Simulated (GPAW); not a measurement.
# KZnF3 (Pm-3m): G0W0 on several meshes in GPAW

How does the mesh move the gap of KZnF3 (Pm-3m)?

Main program and level: GPAW 26.7.0; PBE and many-body steps on it, plane waves.

## 1. The starting structure

Symmetry: Pm-3m, No. 221, cubic system. The conventional cell has a = 4.050 Å, b = 4.050 Å, c = 4.050 Å, α = 90.00°, β = 90.00°, γ = 90.00°. Nearest to K lie 12 F at 2.86 Å. Nearest to Zn lie 6 F at 2.03 Å. F has 2 Zn at 2.03 Å and 4 K at 2.86 Å nearest. Farther neighbours and most contacts between anions are not listed.

As a file:

```cif
data_structure
_symmetry_space_group_name_H-M 'P 1'
_symmetry_Int_Tables_number 1
_cell_length_a 4.0500
_cell_length_b 4.0500
_cell_length_c 4.0500
_cell_angle_alpha 90.000
_cell_angle_beta 90.000
_cell_angle_gamma 90.000
_cell_volume 66.43
loop_
_atom_site_label
_atom_site_type_symbol
_atom_site_fract_x
_atom_site_fract_y
_atom_site_fract_z
_atom_site_occupancy
K1 K 0.00000 0.00000 0.00000 1
Zn2 Zn 0.50000 0.50000 0.50000 1
F3 F 0.50000 0.50000 0.00000 1
F4 F 0.00000 0.50000 0.50000 1
F5 F 0.50000 0.00000 0.50000 1
```

The cell and positions come from the Crystallography Open Database and are kept as given unless a step says otherwise.

## 2. Empty states on the mesh, 4×4×4 mesh, 315 bands

This step: GPAW 26.7.0; DFT, PBE, plane waves, PAW.

The sums over transitions need many empty states on a uniform mesh; this step solves for them.

run.py reads:

```python
import json
import numpy as np
from gpaw.mpi import world
from gpaw import GPAW

calc = GPAW('gs.gpw').fixed_density(kpts={'size': (4, 4, 4), 'gamma': True},
    parallel={'domain': 1, 'band': 1},
    txt='nscf.txt')
calc.diagonalize_full_hamiltonian(nbands=315)
calc.write('full.gpw', mode='all')
res = {}
kpts = calc.get_ibz_k_points()
res['kpts'] = kpts
res['eigenvalues'] = [calc.get_eigenvalues(kpt=k) for k in range(len(kpts))]
res['n_electrons'] = calc.get_number_of_electrons()

if world.rank == 0:
    with open('result.json', 'w') as f:
        json.dump(res, f, default=lambda x: x.tolist())
```

On the command line:

```sh
> mpirun -n 4 gpaw python run.py
```

Numbers of over 12 decimals in the logs are rounded to 6 here.

The program printed:

```text
Diagonalizing LCAO Hamiltonian
Converting LCAO to pw mode
convergence criteria:
- Maximum integral of absolute [eigenst]ate change: 4e-08 eV^2 / valence electron
maximum number of iterations: 100

SCF iterations
|iter     |     time |      energy | eigst |  dens |
|iter:   1|  |             | +0.72 |       |
|iter:   2|  |             | +0.93 |       |
|iter:   3|  |             | +0.69 |       |
[...]
|iter:  21|  |             | -7.12 |       |
|iter:  22|  |             | -7.30 |       |
|iter:  23|  |             | -7.55c|       |
SCF steps: 23
  __  _  _
 | _ |_)|_||  |
 |__||  | ||/\| - 26.7.0

Input parameters:
  mode=PW(ecut=600.0),
  convergence={'density': 1e-06, 'bands': -3},
  gpts=array([24, 24, 24]),
  kpts=MonkhorstPack(size=(4, 4, 4), gamma=True),
  maxiter=100,
  nbands=29,
  occupations=Occupations(name='fermi-dirac', width=0.001, fixmagmom=False),
  parallel={'domain': 1, 'band': 1},
  xc=XC(name='PBE')
Matrix size: 2208x2208
# Writing to full.gpw (mode='all')
  [... matrices ...]

timing:  # [seconds]
  Total: 54.182  # ━━━━━━━━━━━━━━━━━━━━━━━━━━━━━━━━━━━━━━━━━━━━━━━━━━━━━━━━━━
```

The job ended after 70 s (4 MPI ranks of Arm Neoverse N1, shared host; peak memory 2.3 GiB; 4.6 min of CPU time).

Numbers from this step:

```yaml
gap: 3.811 eV
k_of_the_valence_top: 0.5, 0.5, 0.5
k_of_the_conduction_bottom: 0, 0, 0
least_direct_gap: 5.670 eV
k_points_computed: 10
lowest_point_of_the_top_converged_band_above_the_valence_top: 150.4144 eV
```

On this mesh the gap is 3.811 eV.

## 3. 4×4×4

G0W0 replaces the xc potential by the self-energy, built once from these orbitals. Only a window of levels is corrected, while the sums run over the empty bands that the input names.

This step: G0W0 on PBE, plane waves, PAW.

run.py reads:

```python
import json
import numpy as np
from gpaw.mpi import world
from gpaw.response.g0w0 import G0W0

gw = G0W0('full.gpw',
    filename='gw',
    kpts=[0, 9],
    bands=(19, 23),
    ecut=96,
    nbands=141,
    integrate_gamma='WS',
    ppa=True)
gw.calculate()
res = {mode: {k: v for k, v in r.items() if k != 'sigma_eskwn'}
       for mode, r in gw.all_results.items()}

if world.rank == 0:
    with open('result.json', 'w') as f:
        json.dump(res, f, default=lambda x: x.tolist())
```

On the command line:

```sh
> mpirun -n 4 gpaw python run.py
```

The program printed:

```text
Using integrator: PointIntegrator
FrequencyGridDescriptor(from 0.000+0.000j to 0.000+27.211j eV, 2 points)
Nonperiodic BCs:  [False False False]
Using integrator: PointIntegrator
FrequencyGridDescriptor(from 0.000+0.000j to 0.000+27.211j eV, 2 points)
Nonperiodic BCs:  [False False False]
  ___  _ _ _
 |   || | | |
 | | || | | |
 |__ ||_____|
 |___|

BZ k-points: Symmetries present (total): 48

  [... matrices ...]
64 k-points: 4 x 4 x 4 Monkhorst-Pack grid + [1/8,1/8,1/8]
10 k-points in the irreducible part of the Brillouin zone
       k-points in crystal coordinates                weights
   0:     0.00000000    0.00000000    0.00000000          1/64
   1:     0.25000000    0.00000000    0.00000000          6/64
   2:     0.25000000    0.25000000    0.00000000         12/64
   3:     0.25000000    0.25000000    0.25000000          8/64
   4:     0.50000000    0.00000000    0.00000000          3/64
   5:     0.50000000    0.25000000    0.00000000         12/64
   6:     0.50000000    0.25000000    0.25000000         12/64
   7:     0.50000000    0.50000000    0.00000000          3/64
   8:     0.50000000    0.50000000    0.25000000          6/64
   9:     0.50000000    0.50000000    0.50000000          1/64

Distributing spins, k-points and bands (1 x 2 x 4) over 4 processes
Number of blocks: 1

Quasi particle states:
k-points (IBZ indices): [0, 9]
Band range: (19, 23)
  [... matrices ...]
Computational parameters:
Plane wave cut-off: 96 eV
Number of bands: 141
Coulomb cutoff: None
Broadening: 0.1 eV

fxc modes: GW
Kernel: RPA
Using Godby-Needs plasmon-pole approximation:
  Fitting energy: i*E0, E0 = 1.000 Hartree
Summing all q:

Calculating screened Coulomb potential
No Coulomb truncation
FrequencyGridDescriptor(from 0.000+0.000j to 0.000+27.211j eV, 2 points)
Removing empty qpoint cache files...

Calculating chi0 body with:
    Ground state adapter containing:
    Number of spins: 1
    Number of kpoints: 64
    Number of irreducible kpoints: 10
    Number of completely occupied states: 21
    Number of partially occupied states: 21
    Occupied states memory: 4.4296875 M / cpu

    Linear response parametrization:
    q_c: [0.0, 0.0, 0.0]
    Number of frequency points: 2
    Planewave cutoff: 96.0
    Number of bands: 141
    Number of planewaves: 147
    Broadening (eta): 1e-06
    comm.size: 4
    kncomm.size: 4
    blockcomm.size: 1

    Memory estimate of potentially large arrays:
        chi0_wGG: 0.659454 M / cpu
Integrating chi0 body.

Symmetries of q_c:
    Direct symmetries (Uq -> q): 48
    Indirect symmetries (TUq -> q): 0
In total 48 allowed symmetries.

  [... matrices ...]
10 groups of equivalent kpoints. 84.375% reduction.

Integral kind: response function
Integrating chi0 head and wings.

Symmetries of q_c:
    Direct symmetries (Uq -> q): 48
    Indirect symmetries (TUq -> q): 0
In total 48 allowed symmetries.

  [... matrices ...]
10 groups of equivalent kpoints. 84.375% reduction.

Integral kind: response function wings

Calculating chi0 body with:
    Ground state adapter containing:
    Number of spins: 1
    Number of kpoints: 64
    Number of irreducible kpoints: 10
    Number of completely occupied states: 21
    Number of partially occupied states: 21
    Occupied states memory: 4.4296875 M / cpu

    Linear response parametrization:
[... the further q-points ...]

Results:
f:      Occupation numbers
eps:     KS-eigenvalues [eV]
vxc:     KS vxc [eV]
exx:     Exact exchange [eV]
sigma:   Self-energies [eV]
dsigma:  Self-energy derivatives
Z:       Renormalization factors
qp:      QP-energies [eV]

k-point 0 (0): (0.000, 0.000, 0.000)                GW
band       f     eps     vxc     exx   sigma  dsigma       Z      qp
                                                                   GW
  19   1.000  -0.061 -23.825 -31.388   5.260  -0.251   0.800  -1.902
  20   1.000  -0.061 -23.825 -31.388   5.260  -0.251   0.800  -1.902
  21   0.000   5.610 -14.336  -9.331  -3.248  -0.143   0.875   7.147
  22   0.000  10.491 -10.366  -4.985  -3.195  -0.120   0.893  12.442

k-point 1 (9): (0.500, 0.500, 0.500)                GW
band       f     eps     vxc     exx   sigma  dsigma       Z      qp
                                                                   GW
  19   1.000   1.799 -34.380 -43.018   5.763  -0.232   0.812  -0.535
  20   1.000   1.799 -34.380 -43.018   5.763  -0.232   0.812  -0.535
  21   0.000  10.223 -11.960  -6.466  -3.383  -0.134   0.882  12.086
  22   0.000  10.223 -11.960  -6.466  -3.383  -0.134   0.882  12.086
```

The job ended after 100 s (4 MPI ranks; peak memory 1.6 GiB; 6.7 min of CPU time).

Numbers from this step:

```yaml
g0w0_gap_on_the_points_computed: 7.682 eV
least_direct_g0w0_gap_on_the_computed_points: 9.049 eV
z_at_the_valence_top: 0.8117
z_at_the_conduction_bottom: 0.8747
starting_gap_on_the_mesh: 3.811 eV
k_of_the_valence_top: 0.5, 0.5, 0.5
k_of_the_conduction_bottom: 0, 0, 0
```

The gap on the mesh goes from 3.81 eV to 7.68 eV, a correction of +3.87 eV.

## 4. Empty states on the mesh, 2×2×2 mesh, 151 bands

This step: DFT, PBE, plane waves, PAW.

run.py reads:

```python
import json
import numpy as np
from gpaw.mpi import world
from gpaw import GPAW

calc = GPAW('gs.gpw').fixed_density(kpts={'size': (2, 2, 2), 'gamma': True},
    nbands=176,
    convergence={'bands': 151},
    txt='nscf.txt')
calc.write('full.gpw', mode='all')
res = {}
kpts = calc.get_ibz_k_points()
res['kpts'] = kpts
res['eigenvalues'] = [calc.get_eigenvalues(kpt=k) for k in range(len(kpts))]
res['n_electrons'] = calc.get_number_of_electrons()

if world.rank == 0:
    with open('result.json', 'w') as f:
        json.dump(res, f, default=lambda x: x.tolist())
```

On the command line:

```sh
> mpirun -n 4 gpaw python run.py
```

The program printed:

```text
Diagonalizing LCAO Hamiltonian
Converting LCAO to pw mode
convergence criteria:
- Maximum integral of absolute [eigenst]ate change: 4e-08 eV^2 / valence electron
maximum number of iterations: 100

SCF iterations
|iter     |     time |      energy | eigst |  dens |
|iter:   1|  |             | +4.39 |       |
|iter:   2|  |             | +3.15 |       |
|iter:   3|  |             | +1.99 |       |
[...]
|iter:  12|  |             | -6.15 |       |
|iter:  13|  |             | -7.08 |       |
|iter:  14|  |             | -7.52c|       |
SCF steps: 14
  __  _  _
 | _ |_)|_||  |
 |__||  | ||/\| - 26.7.0

Input parameters:
  mode=PW(ecut=600.0),
  convergence={'bands': 151},
  gpts=array([24, 24, 24]),
  kpts=MonkhorstPack(size=(2, 2, 2), gamma=True),
  maxiter=100,
  nbands=176,
  occupations=Occupations(name='fermi-dirac', width=0.001, fixmagmom=False),
  parallel={},
  xc=XC(name='PBE')
# Writing to full.gpw (mode='all')
  [... matrices ...]

timing:  # [seconds]
  Total: 0.063  # ━━━━━━━━━━━━━━━━━━━━━━━━━━━━━━━━━━━━━━━━━━━━━━━━━━━━━━━━━━━
```

Run time: 24 s. Hardware: 4 MPI ranks; peak memory 0.82 GiB.

This step gave:

```
gap                                                           : 3.811 eV
k of the valence top                                          : 0.5, 0.5, 0.5
k of the conduction bottom                                    : 0, 0, 0
least direct gap                                              : 5.670 eV
k points computed                                             : 4
lowest point of the top converged band, above the valence top : 83.8815 eV
```

On this mesh the gap is 3.811 eV.

## 5. 2×2×2

This step: G0W0 on PBE, plane waves, PAW.

run.py reads:

```python
import json
import numpy as np
from gpaw.mpi import world
from gpaw.response.g0w0 import G0W0

gw = G0W0('full.gpw',
    filename='gw',
    kpts=[0, 3],
    bands=(19, 23),
    ecut=96,
    nbands=141,
    integrate_gamma='WS',
    ppa=True)
gw.calculate()
res = {mode: {k: v for k, v in r.items() if k != 'sigma_eskwn'}
       for mode, r in gw.all_results.items()}

if world.rank == 0:
    with open('result.json', 'w') as f:
        json.dump(res, f, default=lambda x: x.tolist())
```

On the command line:

```sh
> mpirun -n 4 gpaw python run.py
```

The program printed:

```text
Using integrator: PointIntegrator
FrequencyGridDescriptor(from 0.000+0.000j to 0.000+27.211j eV, 2 points)
Nonperiodic BCs:  [False False False]
Using integrator: PointIntegrator
FrequencyGridDescriptor(from 0.000+0.000j to 0.000+27.211j eV, 2 points)
Nonperiodic BCs:  [False False False]
  ___  _ _ _
 |   || | | |
 | | || | | |
 |__ ||_____|
 |___|

BZ k-points: Symmetries present (total): 48

  [... matrices ...]
8 k-points: 2 x 2 x 2 Monkhorst-Pack grid + [1/4,1/4,1/4]
4 k-points in the irreducible part of the Brillouin zone
       k-points in crystal coordinates                weights
   0:     0.00000000    0.00000000    0.00000000          1/8
   1:     0.50000000    0.00000000    0.00000000          3/8
   2:     0.50000000    0.50000000    0.00000000          3/8
   3:     0.50000000    0.50000000    0.50000000          1/8

Distributing spins, k-points and bands (1 x 2 x 4) over 4 processes
Number of blocks: 1

Quasi particle states:
k-points (IBZ indices): [0, 3]
Band range: (19, 23)
  [... matrices ...]
Computational parameters:
Plane wave cut-off: 96 eV
Number of bands: 141
Coulomb cutoff: None
Broadening: 0.1 eV

fxc modes: GW
Kernel: RPA
Using Godby-Needs plasmon-pole approximation:
  Fitting energy: i*E0, E0 = 1.000 Hartree
Summing all q:

Calculating screened Coulomb potential
No Coulomb truncation
FrequencyGridDescriptor(from 0.000+0.000j to 0.000+27.211j eV, 2 points)
Removing empty qpoint cache files...

Calculating chi0 body with:
    Ground state adapter containing:
    Number of spins: 1
    Number of kpoints: 8
    Number of irreducible kpoints: 4
    Number of completely occupied states: 21
    Number of partially occupied states: 21
    Occupied states memory: 4.4296875 M / cpu

    Linear response parametrization:
    q_c: [0.0, 0.0, 0.0]
    Number of frequency points: 2
    Planewave cutoff: 96.0
    Number of bands: 141
    Number of planewaves: 147
    Broadening (eta): 1e-06
    comm.size: 4
    kncomm.size: 4
    blockcomm.size: 1

    Memory estimate of potentially large arrays:
        chi0_wGG: 0.659454 M / cpu
Integrating chi0 body.

Symmetries of q_c:
    Direct symmetries (Uq -> q): 48
    Indirect symmetries (TUq -> q): 0
In total 48 allowed symmetries.

  [... matrices ...]
4 groups of equivalent kpoints. 50.0% reduction.

Integral kind: response function
Integrating chi0 head and wings.

Symmetries of q_c:
    Direct symmetries (Uq -> q): 48
    Indirect symmetries (TUq -> q): 0
In total 48 allowed symmetries.

  [... matrices ...]
4 groups of equivalent kpoints. 50.0% reduction.

Integral kind: response function wings

Calculating chi0 body with:
    Ground state adapter containing:
    Number of spins: 1
    Number of kpoints: 8
    Number of irreducible kpoints: 4
    Number of completely occupied states: 21
    Number of partially occupied states: 21
    Occupied states memory: 4.4296875 M / cpu

    Linear response parametrization:
[... the further q-points ...]

Results:
f:      Occupation numbers
eps:     KS-eigenvalues [eV]
vxc:     KS vxc [eV]
exx:     Exact exchange [eV]
sigma:   Self-energies [eV]
dsigma:  Self-energy derivatives
Z:       Renormalization factors
qp:      QP-energies [eV]

k-point 0 (0): (0.000, 0.000, 0.000)                GW
band       f     eps     vxc     exx   sigma  dsigma       Z      qp
                                                                   GW
  19   1.000  -0.061 -23.825 -31.428   5.261  -0.246   0.803  -1.941
  20   1.000  -0.061 -23.825 -31.428   5.262  -0.246   0.803  -1.940
  21   0.000   5.610 -14.336  -9.276  -3.297  -0.146   0.873   7.148
[...]
k-point 1 (3): (0.500, 0.500, 0.500)                GW
band       f     eps     vxc     exx   sigma  dsigma       Z      qp
                                                                   GW
[...]
21   0.000  10.223 -11.960  -6.438  -3.416  -0.139   0.878  12.072
  22   0.000  10.223 -11.960  -6.438  -3.418  -0.139   0.878  12.071
```

Run time: 18 s. Hardware: 4 MPI ranks; peak memory 1.4 GiB.

Numbers from this step:

```yaml
g0w0_gap_on_the_points_computed: 7.665 eV
least_direct_g0w0_gap_on_the_computed_points: 9.088 eV
z_at_the_valence_top: 0.8115
z_at_the_conduction_bottom: 0.8727
starting_gap_on_the_mesh: 3.811 eV
k_of_the_valence_top: 0.5, 0.5, 0.5
k_of_the_conduction_bottom: 0, 0, 0
```

Against G0W0 in GPAW (4×4×4 mesh, 141 bands, screening to 96 eV, Godby-Needs plasmon pole), the gap moves by −0.017 eV.

## 6. The runs together

Times are wall times on 4 MPI ranks of Arm Neoverse N1, shared host, good to a factor of about two.

| run | mesh | bands | screening cutoff (eV) | DFT gap (eV) | gap on the mesh (eV) | direct (eV) | time |
| --- | --- | --- | --- | --- | --- | --- | --- |
| 4×4×4 | 4×4×4 | 141 | 96 | 3.811 | 7.682 | 9.049 | 100 s |
| 2×2×2 | 2×2×2 | 141 | 96 | 3.811 | 7.665 | 9.088 | 18 s |

## 7. Summary of results

```yaml
4x4x4: 7.682 eV
2x2x2: 7.665 eV
known_limits: not at the basis limit; d shell near the gap, gap tends to lie low; coarse k mesh
```

In words: 2×2×2: −0.017 eV against 4×4×4. Bands and cutoff are finite, so the gap is not at the basis limit. The miss can reach some tenths of an eV and take either sign; the mesh is an error of its own. These stock PAW sets were not made for GW. In the G0W0 runs levels were corrected at 2 k points alone, so a gap called «on the mesh» is the least over those, and an edge elsewhere would be missed. The 4×4×4 mesh is coarse for this cell, which bears on the long-range parts of exchange and screening. Mesh or cutoff lie under what a gap needs, so these runs test behaviour and cost; their gaps are not to be quoted. This is the ideal cubic cell; many perovskites, halides above all, are cubic only on average, and local tilts or off-centring can widen the gap. A d shell, filled or nearly so, lies near the gap. One-shot GW converges very slowly in bands there, not always from below, and on a semilocal start the gap tends to come out low; starts rich in exact exchange can overshoot instead.

[Paths, hosts, dates, memory and timing lines, banners, echoed tables and standing remarks are left out of the program output.]

[Logs are printed without paths, hosts, clocks, repeated set-up lines and the standing remarks that a program may print on its own settings, such as how far it seeks lower states.]

[Runs of the session that timed out or met a known fault of the program may be left out.]

[Hosts, paths, dates, database ids (printed as entryN), source tags and the programs' standing remarks are cut or masked in the printed files.]
